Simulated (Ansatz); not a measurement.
# 1T-HfO2 on HfC(111): work function and capacitance, part 2 of 6

Wanted: Δφ, ε and EOT of 1T-HfO2 on HfC(111).

Ansatz 0.2.0; plane-wave DFT, LDA, Ansatz PAW.

So far, work function, upper face (eV): step 2 (the bare metal) 4.83.

## (3) Film on the metal, relaxed, 10 atoms, units 1

System of this step: 1 unit of 1T-HfO2 on HfC(111). The cell holds 10 atoms: 5 Hf, 3 C and 2 O. Its edges and angles: a = 3.240 Å, b = 3.240 Å, c = 31.737 Å, α = 90.0°, β = 90.0°, γ = 120.0°. Regions: metal, 7 atoms (4 Hf and 3 C); film, 3 atoms (2 O and 1 Hf). Vacuum lies along c.

The structure is relaxed first, because levels and dipoles at a surface follow the positions of the outer atoms.

input.yaml

```yaml
crystal:
  lattice:
    - [3.24, 0.0, 0.0]
    - [-1.62, 2.8059223083, 0.0]
    - [0.0, 0.0, 31.7365149561]
  atoms:
    - { symbol: Hf, position: [0.66666667, 0.33333333, 0.2835850128] }
    - { symbol: C, position: [0.0, 0.0, 0.3262168944] }
    - { symbol: Hf, position: [0.33333333, 0.66666667, 0.3688487759] }
    - { symbol: C, position: [0.66666667, 0.33333333, 0.4114806575] }
    - { symbol: Hf, position: [0.0, 0.0, 0.454112539] }
    - { symbol: C, position: [0.33333333, 0.66666667, 0.4967444206] }
    - { symbol: Hf, position: [0.66666667, 0.33333333, 0.5393763022] }
    - { symbol: O, position: [0.66666667, 0.33333333, 0.6370555843] }
    - { symbol: Hf, position: [0.0, 0.0, 0.6767352858] }
    - { symbol: O, position: [0.33333333, 0.66666667, 0.7164149872] }
kpoints:
  mp_grid: { grid: [12, 12, 1] }
hamiltonian:
  xc: lda
scf:
  occupations: { method: fermi_dirac, width: 0.1 }
  convergence: { dr2_threshold: 1.0e-09 }
efield:
  axis: 3
  dipole_correction: true
  ramp_position: 0.97
  ramp_width: 0.06
relax:
  f_tol: 0.005
  max_steps: 90
  constraints: [{ sites: [0, 1, 2] }]
output:
  write_potential: true
  write_density: true
  volumetric_format: npy
```

The run is started by

```console
$ ansatz run input.yaml --threads 4 --pin off --max-ram 8192MiB --backend cpu --events-out ev --progress --plain --runs-dir out
```

Numbers of over 12 decimals in the logs are rounded to 6 here.

The log of the run:

```text
[...]
Crystal: 10 atoms, lattice volume = 288.523 Å³
Basis set: ecut = 420 eV, 5723 PW (Γ)
Bands: 93, of which v1, the nominal top of the filled ones, is band 77 counted from 1 (76 counted from 0)
Symmetry: 6 space group operations
[...]
k-points: 19 of 144 (time reversal used)
[...]
SCF iter   1: F=—  HF=-79231.003593 eV  |F-HF|=—  |Δ(HF+E_count)|=         —  Δρ=1.24e-2  dr2=5.98e0  ethr=1.77e-3  p=-0.091 e·Å  D=-5.70e-2 V/Å  ΔV_dip=1.81 eV  dr2_dipole=2.26e-1  V_vac-E_F(+/−)=6.98/5.17 eV  ⟨swp⟩=6.7  Hψ=6850  notcnv=0  defer=31
[...]
SCF iter  13: F=-79230.736522 eV  HF=-79230.736522 eV  |F-HF|=2.91e-11  |Δ(HF+E_count)|=   1.40e-9  Δρ=2.75e-7  dr2=2.80e-10  ethr=1.00e-12  p=-0.077 e·Å  D=-4.85e-2 V/Å  ΔV_dip=1.54 eV  dr2_dipole=1.77e-11  V_vac-E_F(+/−)=6.22/4.68 eV  ⟨swp⟩=11.8  Hψ=14584  notcnv=0
SCF 1 converged in 13 iterations: F = -79230.736522 eV  dr2 = 2.80e-10
[...]
relax step   1: F+E_penalty+E_count = -79230.73652159 eV  Δ(F+E_penalty+E_count) = +0.000e0 eV  max|allowed force component| = 4.604e0 eV/Å  Δτ_max = 0.0000 Å  (13 SCF iters, accepted)
[...]
SCF iter  12: F=-79231.908761 eV  HF=-79231.908761 eV  |F-HF|=1.91e-9  |Δ(HF+E_count)|=   9.63e-9  Δρ=7.11e-7  dr2=9.83e-10  ethr=1.00e-12  p=0.005 e·Å  D=3.13e-3 V/Å  ΔV_dip=-0.10 eV  dr2_dipole=8.84e-12  V_vac-E_F(+/−)=4.58/4.68 eV  ⟨swp⟩=9.9  Hψ=16130  notcnv=0
SCF 2 converged in 12 iterations: F = -79231.908761 eV  dr2 = 9.83e-10
relax step   2: F+E_penalty+E_count = -79231.90876150 eV  Δ(F+E_penalty+E_count) = -1.172e0 eV  max|allowed force component| = 2.325e0 eV/Å  Δτ_max = 0.1986 Å  (12 SCF iters, accepted)
[...]
SCF iter  13: F=-79232.423877 eV  HF=-79232.423877 eV  |F-HF|=6.98e-10  |Δ(HF+E_count)|=   3.80e-9  Δρ=5.86e-7  dr2=8.92e-10  ethr=1.00e-12  p=0.025 e·Å  D=1.58e-2 V/Å  ΔV_dip=-0.50 eV  dr2_dipole=1.73e-10  V_vac-E_F(+/−)=4.18/4.69 eV  ⟨swp⟩=8.1  Hψ=14436  notcnv=0
SCF 3 converged in 13 iterations: F = -79232.423877 eV  dr2 = 8.92e-10
relax step   3: F+E_penalty+E_count = -79232.42387747 eV  Δ(F+E_penalty+E_count) = -5.151e-1 eV  max|allowed force component| = 6.669e-1 eV/Å  Δτ_max = 0.1938 Å  (13 SCF iters, accepted)
[... from here on, the SCF cycles and remarks between the steps are left out ...]
relax step   4: F+E_penalty+E_count = -79232.46226080 eV  Δ(F+E_penalty+E_count) = -3.838e-2 eV  max|allowed force component| = 3.009e-1 eV/Å  Δτ_max = 0.1947 Å  (13 SCF iters, accepted)
relax step   5: F+E_penalty+E_count = -79232.50765652 eV  Δ(F+E_penalty+E_count) = -4.540e-2 eV  max|allowed force component| = 3.263e-1 eV/Å  Δτ_max = 0.1958 Å  (14 SCF iters, accepted)
relax step   6: F+E_penalty+E_count = -79232.58628752 eV  Δ(F+E_penalty+E_count) = -7.863e-2 eV  max|allowed force component| = 4.217e-1 eV/Å  Δτ_max = 0.1969 Å  (13 SCF iters, accepted)
relax step   7: F+E_penalty+E_count = -79232.73729920 eV  Δ(F+E_penalty+E_count) = -1.510e-1 eV  max|allowed force component| = 5.181e-1 eV/Å  Δτ_max = 0.1951 Å  (12 SCF iters, accepted)
relax step   8: F+E_penalty+E_count = -79232.98309029 eV  Δ(F+E_penalty+E_count) = -2.458e-1 eV  max|allowed force component| = 7.738e-1 eV/Å  Δτ_max = 0.1950 Å  (12 SCF iters, accepted)
relax step   9: F+E_penalty+E_count = -79233.26810256 eV  Δ(F+E_penalty+E_count) = -2.850e-1 eV  max|allowed force component| = 8.359e-1 eV/Å  Δτ_max = 0.1952 Å  (12 SCF iters, accepted)
relax step  10: F+E_penalty+E_count = -79233.45190582 eV  Δ(F+E_penalty+E_count) = -1.838e-1 eV  max|allowed force component| = 6.728e-1 eV/Å  Δτ_max = 0.1948 Å  (11 SCF iters, accepted)
relax step  11: F+E_penalty+E_count = -79233.56004699 eV  Δ(F+E_penalty+E_count) = -1.081e-1 eV  max|allowed force component| = 3.098e-1 eV/Å  Δτ_max = 0.2000 Å  (12 SCF iters, accepted)
relax step  12: F+E_penalty+E_count = -79233.57346422 eV  Δ(F+E_penalty+E_count) = -1.342e-2 eV  max|allowed force component| = 8.736e-2 eV/Å  Δτ_max = 0.0757 Å  (11 SCF iters, accepted)
relax step  13: F+E_penalty+E_count = -79233.57405831 eV  Δ(F+E_penalty+E_count) = -5.941e-4 eV  max|allowed force component| = 1.681e-2 eV/Å  Δτ_max = 0.0139 Å  (8 SCF iters, accepted)
SCF iter   1: F=—  HF=-79233.574101 eV  |F-HF|=—  |Δ(HF+E_count)|=         —  Δρ=8.95e-5  dr2=1.29e-4  ethr=8.89e-7  p=0.024 e·Å  D=1.49e-2 V/Å  ΔV_dip=-0.47 eV  dr2_dipole=4.84e-5  V_vac-E_F(+/−)=4.20/4.67 eV  ⟨swp⟩=2.0  Hψ=2682  notcnv=0  defer=72
[...]
SCF iter   7: F=-79233.574074 eV  HF=-79233.574074 eV  |F-HF|=7.71e-10  |Δ(HF+E_count)|=   1.59e-9  Δρ=2.85e-7  dr2=8.27e-10  ethr=1.00e-12  p=0.024 e·Å  D=1.49e-2 V/Å  ΔV_dip=-0.47 eV  dr2_dipole=1.11e-11  V_vac-E_F(+/−)=4.20/4.67 eV  ⟨swp⟩=8.4  Hψ=14354  notcnv=0
SCF 14 converged in 7 iterations: F = -79233.574074 eV  dr2 = 8.27e-10
relax step  14: F+E_penalty+E_count = -79233.57407384 eV  Δ(F+E_penalty+E_count) = -1.554e-5 eV  max|allowed force component| = 1.218e-3 eV/Å  Δτ_max = 0.0016 Å  (7 SCF iters, accepted)
NSCF: frozen V_eff on 19 k-points
[...]
SCF converged after 7 iterations
Free energy (F): -79233.574074 eV
[...]
Internal energy: -79233.426877 eV  (E = F + TS)
E sigma→0 (E₀):  -79233.500475 eV
Entropy (-TS):   -0.147197 eV (-14.720 meV/atom)
Fermi energy:    6.504056 eV
Dipole field:    D = 0.014872 V/Å  (p = 0.023712 e·Å, saw-weighted, corrected)
Work function:   Φ+ = 4.2012 eV   Φ− = 4.6732 eV
[...]
--- Forces (eV/Å), atoms counted from 1 ---
  atom   1  Hf     0.00000000     0.00000000     2.32632903
  atom   2  C     -0.00000000    -0.00000000    -1.63752445
  atom   3  Hf    -0.00000000     0.00000000    -0.68841297
  atom   4  C     -0.00000000     0.00000000    -0.00042506
  atom   5  Hf     0.00000000    -0.00000000    -0.00050756
  atom   6  C     -0.00000000     0.00000000    -0.00065817
  atom   7  Hf     0.00000000    -0.00000000     0.00022095
  atom   8  O      0.00000000    -0.00000000     0.00099289
  atom   9  Hf    -0.00000000     0.00000000    -0.00121842
  atom  10  O     -0.00000000     0.00000000     0.00073976
  max |Σ_I F_I| component: 4.64e-4 eV/Å
--- Band table (eV; the first three rows and the last of 19) ---
  k-point 0: bands = [... 73 lower, 5.4944, 5.4944, 5.8472, 6.7705, 7.5829, 7.5829, 7.6344, 7.6813, ... 12 higher]
  k-point 1: bands = [... 73 lower, 4.9818, 5.4158, 5.9053, 6.8107, 7.1189, 7.6329, 7.7310, 7.7738, ... 12 higher]
  k-point 2: bands = [... 73 lower, 4.4278, 5.2283, 5.8162, 6.3683, 6.7206, 7.4349, 7.6574, 8.1441, ... 12 higher]
  k-point 18: bands = [... 73 lower, 3.7098, 3.9547, 5.9887, 6.5206, 6.9101, 7.4060, 8.2403, 8.6080, ... 12 higher]
--- Relaxed structure (14 steps of the walk, 14 accepted, 0 SCFs on fresh bases) ---
  F+E_penalty+E_count = -79233.57407384 eV   max|allowed force component| = 1.218e-3 eV/Å
  atoms:
    - { symbol: Hf, position: [0.666667, 0.333333, 0.2835850128] }
    - { symbol: C, position: [-3.071617083324195e-17, 1.1102230308290111e-17, 0.326217] }
    - { symbol: Hf, position: [0.333333, 0.666667, 0.3688487759] }
    - { symbol: C, position: [0.666667, 0.333333, 0.410260] }
    - { symbol: Hf, position: [-3.888144262385115e-17, 1.1102230308289828e-17, 0.449608] }
    - { symbol: C, position: [0.333333, 0.666667, 0.495042] }
    - { symbol: Hf, position: [0.666667, 0.333333, 0.531063] }
    - { symbol: O, position: [0.666667, 0.333333, 0.597005] }
    - { symbol: Hf, position: [-1.2121772181776693e-16, 1.1102230308292615e-17, 0.626803] }
    - { symbol: O, position: [0.333333, 0.666667, 0.655432] }
```

It took 11 min on 4 threads of AMD EPYC (Zen 3), shared host; peak memory 1.1 GiB; 37 min of CPU time.

Relaxation path:

```csv
step,energy less that of the first step (eV),largest force component (eV/Å)
1,0.0000,4.6044
2,-1.1722,2.3254
3,-1.6874,0.6669
4,-1.7257,0.3009
5,-1.7711,0.3263
6,-1.8498,0.4217
7,-2.0008,0.5181
8,-2.2466,0.7738
9,-2.5316,0.8359
10,-2.7154,0.6728
11,-2.8235,0.3098
12,-2.8369,0.0874
13,-2.8375,0.0168
14,-2.8376,0.0012
```

The run keeps the 6 symmetry operations that it works with, so distortions that break them were not tested.

The atoms that moved most (Å):

```csv
atom,dx,dy,dz,length
O10,0.000,0.000,-1.935,1.935
Hf9,0.000,0.000,-1.585,1.585
O8,0.000,0.000,-1.271,1.271
Hf7,0.000,0.000,-0.264,0.264
Hf5,0.000,0.000,-0.143,0.143
C6,0.000,0.000,-0.054,0.054
C4,0.000,0.000,-0.039,0.039
```

The relaxed structure:

```cif
data_structure
_symmetry_space_group_name_H-M 'P 1'
_symmetry_Int_Tables_number 1
_cell_length_a 3.2400
_cell_length_b 3.2400
_cell_length_c 31.7365
_cell_angle_alpha 90.000
_cell_angle_beta 90.000
_cell_angle_gamma 120.000
_cell_volume 288.52
loop_
_atom_site_label
_atom_site_type_symbol
_atom_site_fract_x
_atom_site_fract_y
_atom_site_fract_z
_atom_site_occupancy
Hf1 Hf 0.66667 0.33333 0.28359 1
C2 C 0.00000 0.00000 0.32622 1
Hf3 Hf 0.33333 0.66667 0.36885 1
C4 C 0.66667 0.33333 0.41026 1
Hf5 Hf 0.00000 0.00000 0.44961 1
C6 C 0.33333 0.66667 0.49504 1
Hf7 Hf 0.66667 0.33333 0.53106 1
O8 O 0.66667 0.33333 0.59700 1
Hf9 Hf 0.00000 0.00000 0.62680 1
O10 O 0.33333 0.66667 0.65543 1
```

This step gave:

* energy at zero smearing: -79233.5005 eV
* work function, upper face: 4.201 eV
* work function, lower face: 4.673 eV
* dipole along the normal: 0.02371 e·Å
* step between the vacuum levels: -0.4720 eV

Running mean over 2.706 and then 5.419 Å of the planar mean; the ramp of the sawtooth is left out. Table of electron's electrostatic potential energy less the Fermi level by z:

```csv
z (Å),electron's electrostatic potential energy less the Fermi level (eV)
4,4.55
5,3.89
6,2.18
7,-0.196
8,-2.69
9,-5.13
10,-7.34
11,-8.64
12,-9.02
13,-9.12
14,-9.22
15,-9.00
16,-8.68
17,-8.83
18,-9.08
19,-8.17
20,-6.26
21,-4.14
22,-1.78
23,1.08
24,3.23
25,4.11
26,4.20
27,4.20
28,4.21
```

The relaxation took 14 steps and lowered the energy by 2.8 eV; the largest force on the free atoms ends at 0.0012 eV/Å.

The work function is now 4.20 eV, -0.63 eV from the bare metal.

## (4) Atoms held, 10 atoms, units 1, field 0.1 V/Å

A sawtooth potential applies the field, turning back in the middle of the vacuum. With the dipole correction the typed value is the field outside the slab. The induced dipole is small, so the SCF threshold is tight.

input.yaml

```yaml
crystal:
  lattice:
    - [3.24, 0.0, 0.0]
    - [-1.62, 2.8059223083, 0.0]
    - [0.0, 0.0, 31.7365149561]
  atoms:
    - { symbol: Hf, position: [0.6666666667, 0.3333333333, 0.2835850128] }
    - { symbol: C, position: [0.0, 0.0, 0.3262168944] }
    - { symbol: Hf, position: [0.3333333333, 0.6666666667, 0.3688487759] }
    - { symbol: C, position: [0.6666666667, 0.3333333333, 0.410260024] }
    - { symbol: Hf, position: [0.0, 0.0, 0.4496075115] }
    - { symbol: C, position: [0.3333333333, 0.6666666667, 0.4950424804] }
    - { symbol: Hf, position: [0.6666666667, 0.3333333333, 0.5310630685] }
    - { symbol: O, position: [0.6666666667, 0.3333333333, 0.597004511] }
    - { symbol: Hf, position: [0.0, 0.0, 0.6268028424] }
    - { symbol: O, position: [0.3333333333, 0.6666666667, 0.6554320935] }
kpoints:
  mp_grid: { grid: [12, 12, 1] }
hamiltonian:
  xc: lda
scf:
  occupations: { method: fermi_dirac, width: 0.1 }
  convergence: { dr2_threshold: 1.0e-10 }
efield:
  axis: 3
  dipole_correction: true
  ramp_position: 0.8931
  ramp_width: 0.1243
  amplitude: 0.1
output:
  write_potential: true
  write_density: true
  volumetric_format: npy
```

The log of the run:

```text
[...]
Crystal: 10 atoms, lattice volume = 288.523 Å³
Basis set: ecut = 420 eV, 5723 PW (Γ)
Bands: 93, of which v1, the nominal top of the filled ones, is band 77 counted from 1 (76 counted from 0)
Symmetry: 6 space group operations
[...]
k-points: 19 of 144 (time reversal used)
[...]
SCF iter   1: F=—  HF=-79247.111978 eV  |F-HF|=—  |Δ(HF+E_count)|=         —  Δρ=1.01e-1  dr2=1.06e2  ethr=3.10e-3  p=0.073 e·Å  D=4.58e-2 V/Å  ΔV_dip=-1.45 eV  dr2_dipole=2.29e0  V_vac-E_F(+/−)=8.31/7.06 eV  ⟨swp⟩=6.4  Hψ=6857  notcnv=0  defer=31
[...]
SCF iter  18: F=-79233.580100 eV  HF=-79233.580100 eV  |F-HF|=2.18e-10  |Δ(HF+E_count)|=  5.09e-10  Δρ=5.08e-8  dr2=1.75e-11  ethr=1.00e-12  p=0.097 e·Å  D=6.07e-2 V/Å  ΔV_dip=-1.93 eV  dr2_dipole=1.73e-12  V_vac-E_F(+/−)=4.83/4.05 eV  ⟨swp⟩=18.7  Hψ=8438  notcnv=0
SCF 1 converged in 18 iterations: F = -79233.580100 eV  dr2 = 1.75e-11
[...]
SCF converged after 18 iterations
Free energy (F): -79233.580100 eV
[...]
Internal energy: -79233.432659 eV  (E = F + TS)
E sigma→0 (E₀):  -79233.506380 eV
Entropy (-TS):   -0.147441 eV (-14.744 meV/atom)
Fermi energy:    6.459756 eV
Dipole field:    D = 0.060725 V/Å  (p = 0.096824 e·Å, saw-weighted, corrected)
Work function:   not extracted (applied field tilts the vacuum); planar V_es + V_field profile in the machine report
[...]
--- Band table (eV; the first three rows and the last of 19) ---
  k-point 0: bands = [... 73 lower, 5.4499, 5.4499, 5.7879, 6.7246, 7.5405, 7.5405, 7.5962, 7.6427, ... 12 higher]
  k-point 1: bands = [... 73 lower, 4.9368, 5.3713, 5.8480, 6.7650, 7.0739, 7.5965, 7.6890, 7.7306, ... 12 higher]
  k-point 2: bands = [... 73 lower, 4.3833, 5.1837, 5.7634, 6.3223, 6.6759, 7.3890, 7.6196, 8.1042, ... 12 higher]
  k-point 18: bands = [... 73 lower, 3.6655, 3.9097, 5.9463, 6.4762, 6.8653, 7.3614, 8.2044, 8.5729, ... 12 higher]
```

It took 89 s on 4 threads; peak memory 1.2 GiB.

In the SCF lines HF is the Harris–Foulkes energy and dr2 the Hartree energy of the density residual, in eV; the loop may stop once dr2 is under the threshold and the program's other checks hold. Hψ counts applications of the Hamiltonian.

Numbers from this step:

```yaml
energy_at_zero_smearing: -79233.5064 eV
dipole_along_the_normal: 0.09682 e·Å
```

The dipole is 0.0968 e·Å.

## (5) Single point, 10 atoms, units 1, field -0.1 V/Å

Edit input.yaml of step 4 so:

```diff
@@ -28,3 +28,3 @@
   ramp_width: 0.1243
-  amplitude: 0.1
+  amplitude: -0.1
 output:
```

The log of the run:

```text
[...]
Crystal: 10 atoms, lattice volume = 288.523 Å³
Basis set: ecut = 420 eV, 5723 PW (Γ)
Bands: 93, of which v1, the nominal top of the filled ones, is band 77 counted from 1 (76 counted from 0)
Symmetry: 6 space group operations
[...]
k-points: 19 of 144 (time reversal used)
[...]
SCF iter   1: F=—  HF=-79247.146235 eV  |F-HF|=—  |Δ(HF+E_count)|=         —  Δρ=1.01e-1  dr2=1.07e2  ethr=3.10e-3  p=-0.073 e·Å  D=-4.59e-2 V/Å  ΔV_dip=1.46 eV  dr2_dipole=2.16e0  V_vac-E_F(+/−)=7.07/8.34 eV  ⟨swp⟩=6.4  Hψ=6862  notcnv=0  defer=31
[...]
SCF iter  18: F=-79233.575352 eV  HF=-79233.575352 eV  |F-HF|=4.37e-10  |Δ(HF+E_count)|=  4.95e-10  Δρ=1.13e-7  dr2=5.61e-11  ethr=1.00e-12  p=-0.049 e·Å  D=-3.09e-2 V/Å  ΔV_dip=0.98 eV  dr2_dipole=5.45e-13  V_vac-E_F(+/−)=3.50/5.25 eV  ⟨swp⟩=19.7  Hψ=8874  notcnv=0
SCF 1 converged in 18 iterations: F = -79233.575352 eV  dr2 = 5.61e-11
[...]
SCF converged after 18 iterations
Free energy (F): -79233.575352 eV
[...]
Internal energy: -79233.428407 eV  (E = F + TS)
E sigma→0 (E₀):  -79233.501879 eV
Entropy (-TS):   -0.146945 eV (-14.695 meV/atom)
Fermi energy:    6.505118 eV
Dipole field:    D = -0.030905 V/Å  (p = -0.049277 e·Å, saw-weighted, corrected)
Work function:   not extracted (applied field tilts the vacuum); planar V_es + V_field profile in the machine report
[...]
--- Band table (eV; the first three rows and the last of 19) ---
  k-point 0: bands = [... 73 lower, 5.4956, 5.4956, 5.8631, 6.7731, 7.5818, 7.5818, 7.6288, 7.6770, ... 12 higher]
  k-point 1: bands = [... 73 lower, 4.9835, 5.4170, 5.9194, 6.8130, 7.1205, 7.6262, 7.7296, 7.7736, ... 12 higher]
  k-point 2: bands = [... 73 lower, 4.4291, 5.2296, 5.8256, 6.3710, 6.7221, 7.4372, 7.6522, 8.1407, ... 12 higher]
  k-point 18: bands = [... 73 lower, 3.7108, 3.9564, 5.9879, 6.5218, 6.9116, 7.4073, 8.2329, 8.5999, ... 12 higher]
```

It took 71 s on 4 threads; peak memory 1.2 GiB.

This step gave:

* energy at zero smearing: -79233.5019 eV
* dipole along the normal: -0.04928 e·Å

The dipole is -0.0493 e·Å.

## (6) Response with the atoms held, 10 atoms, units 1

This step: plane-wave DFT, LDA, Ansatz PAW; a film on a metal in a field, atoms held (Ansatz 0.2.0).

The two fields give this film's response with the atoms held: the electronic part.

Numbers from this step:

```yaml
equivalent_conductor_thickness_p_eps_0ae: 14.54 Å
distance_between_the_outer_atoms: 11.80 Å
vacuum_equivalent_thickness: -0.5043 Å
film_thickness: 3.947 Å
```

Local field over the applied field, running mean. From the potentials at -0.1 and 0.1 V/Å; running mean over 2.706 and then 5.419 Å. Local field over applied field against z:

```csv
z (Å),local field over applied field
5,0.815
6,0.647
7,0.460
8,0.282
9,0.128
10,0.0315
11,-0.00307
12,-0.00321
13,-5.8e-4
14,-9.3e-4
15,-0.00116
16,0.00309
17,0.0148
18,0.0478
19,0.130
20,0.271
21,0.444
22,0.620
23,0.783
24,0.909
25,0.900
```

The induced electron density oscillates, so the rows of the table below give means over windows of 1 Å about each position, cut where the curve ends. Its maxima inside the range that stand out by 2 % of the span (Å: e/Å³ per V/Å): 7.3: 0.00335, 9.6: 2.4e-4, 10.6: 1.3e-4, 12.2: 1.2e-4, 17.0: 2.9e-4, 19.5: 6.1e-4, 20.1: 9.0e-5, 20.9: -0.00175. Its minima: 8.7: -0.00112, 10.1: -8.0e-5, 11.6: -2.0e-4, 14.3: -6.5e-5, 18.8: -7.2e-4, 20.0: -2.1e-4, 20.7: -0.00197, 21.5: -0.00366.

Electrons, planar mean, per unit field. The induced electron density by z; means over each step:

z (Å), induced electron density (e/Å³ per V/Å) and a bar from the least value:
```
        5    0.00028 ###############
        6    0.00120 ####################
        7    0.00288 ##############################
        8    0.00160 #######################
        9   -0.00052 ###########
       10    0.00007 ##############
       11    0.00000 ##############
       12   -0.00002 ##############
       13   -0.00002 ##############
       14   -0.00001 ##############
       15    0.00002 ##############
       16   -0.00001 ##############
       17    0.00014 ###############
       18   -0.00029 ############
       19   -0.00034 ############
       20   -0.00010 #############
       21   -0.00243 
       22   -0.00217 ##
       23   -0.00031 ############
       24   -0.00002 ##############
       25    0.00000 ##############
```

By hand: between -0.1 and 0.1 V/Å the dipole changes by 0.1461 e·Å, a slope of 0.7305 e·Å²/V. A perfect conductor of thickness t has p = ε₀AEt, so t = 180.95 × 0.7305 / 9.091 = 14.54 Å (e/ε₀ = 180.95 V·Å, A in Å²).

From the metal's top layer to the film's top atom it is 3.9 Å, gap included. Seen from far outside, the potential is that of a bare conductor whose surface lies 0.50 Å over the top atom: the vacuum-equivalent thickness, -0.50 Å.

(Part 2 of 6 ends here.)

[Logs are printed without paths, hosts, clocks, repeated set-up lines and the standing remarks that a program may print on its own settings, such as how far it seeks lower states.]

[Hosts, paths, dates, database ids (printed as entryN), source tags and the programs' standing remarks are cut or masked in the printed files.]

[Maps of the electrostatic potential energy from Ansatz leave out the sawtooth potential of an applied field or a dipole correction, so their vacuum need not be flat; planar profiles and work functions include it.]
